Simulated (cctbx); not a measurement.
# Reading a Patterson map

Space group Pmn2_1 (no. 31), a = 9.4210 Å, b = 6.5420 Å, c = 6.8400 Å, α = 90.00°, β = 90.00°, γ = 90.00°, content Bi2 Pb2 Mn4 S12.

Simulated single-crystal data (cctbx): synchrotron X-rays, λ = 0.4959 Å, to d = 0.65 Å, 80 % of the full sphere, strongest reflection 40000 counts, noise from counting, a 1.5 % proportional error and a noise floor of 8 counts (s.d.); no absorption.

Patterson synthesis, origin scaled to 1000:

```text
Patterson group P m m m
      u       v       w   height  length (A)
  0.000   0.000   0.000   1000.0     0.00
  0.000   0.500   0.500    795.4     4.73
  0.500   0.500   0.500    565.7     6.68
  0.500   0.000   0.000    565.2     4.71
  0.250   0.500   0.000    340.6     4.03
  0.250   0.000   0.500    323.1     4.15
  0.500   0.000   0.444    112.6     5.60
  0.500   0.500   0.064     94.0     5.75
  0.000   0.000   0.437     90.7     2.99
  0.000   0.500   0.058     88.3     3.29
  0.212   0.249   0.254     85.9     3.11
  0.285   0.226   0.230     64.3     3.44
  0.400   0.000   0.000     35.9     3.77
  0.088   0.453   0.446     26.3     4.33
```

**Question.** Which atom pairs make the peaks, and where is the heaviest atom?

A peak at u stands for all pairs with xi − xj = u, with weight Σ ZiZj against Σ Z² = 32798 at the origin. Peak heights follow these weights only roughly, since form factors, motion and series ripples differ, all vectors within 0.55 Å of a peak are counted as merged into it though the farther ones add only part of their weight, and F(000) is left out, which lowers the whole map:

| u | v | w | shortest length (Å) | height | 1000 ΣZiZj/ΣZ² | pairs in the cell |
| --- | --- | --- | --- | --- | --- | --- |
| 0.000 | 0.500 | 0.500 | 4.73 | 795 | 906 | 4 × Bi–Pb, 4 × Mn–Mn |
| 0.500 | 0.500 | 0.500 | 6.68 | 566 | 1000 | 2 × Bi–Bi, 2 × Pb–Pb, 12 × S–S, 4 × Mn–Mn |
| 0.500 | 0.000 | 0.000 | 4.71 | 565 | 906 | 4 × Bi–Pb, 4 × Mn–Mn |
| 0.250 | 0.500 | 0.000 | 4.03 | 341 | 503 | 4 × Bi–Mn, 4 × Pb–Mn |
| 0.250 | 0.000 | 0.500 | 4.15 | 323 | 503 | 4 × Bi–Mn, 4 × Pb–Mn |
| 0.500 | 0.000 | 0.444 | 5.60 | 113 | 223 | 2 × Bi–S, 2 × Pb–S, 8 × S–S |
| 0.500 | 0.500 | 0.064 | 5.75 | 94 | 161 | 2 × Bi–S, 2 × Pb–S |
| 0.000 | 0.000 | 0.437 | 2.99 | 91 | 161 | 2 × Bi–S, 2 × Pb–S |
| 0.000 | 0.500 | 0.058 | 3.29 | 88 | 192 | 2 × Bi–S, 2 × Pb–S, 4 × S–S |
| 0.212 | 0.249 | 0.254 | 3.11 | 86 | 184 | 2 × Bi–S, 2 × Pb–S, 3 × S–S |

The table stops at ten peaks or at a height of 45, below which ripples compete. In the model behind the data Bi, the heaviest element, has 1 independent site: (0, 0.2809, 0.5018), up to an allowed shift of origin; the Bi–Bi vectors are differences of these positions and their symmetry mates. Elements of similar Z can't be told apart from the map alone. The whole model:

| atom | mult. | x | y | z | Ueq (Å²) |
| --- | --- | --- | --- | --- | --- |
| Bi1 | 2 | 0 | 0.2809 | 0.5018 | 0.0021 |
| Pb1 | 2 | 0 | 0.7584 | 0.0067 | 0.0023 |
| Mn1 | 4 | 0.7492 | 0.7538 | 0.4997 | 0.0046 |
| S1 | 4 | 0.7167 | 0.4905 | 0.2635 | 0.0043 |
| S2 | 4 | 0.2860 | 0.9714 | 0.2186 | 0.0065 |
| S3 | 2 | 0 | 0.2565 | 0.0675 | 0.0084 |
| S4 | 2 | 0 | 0.7317 | 0.4437 | 0.0048 |

The model is made up (kin elements in a known structure type, no relaxation), so it says nothing on whether the phase exists.

[Logs are printed without paths, hosts, clocks, repeated set-up lines and the standing remarks that a program may print on its own settings, such as how far it seeks lower states.]
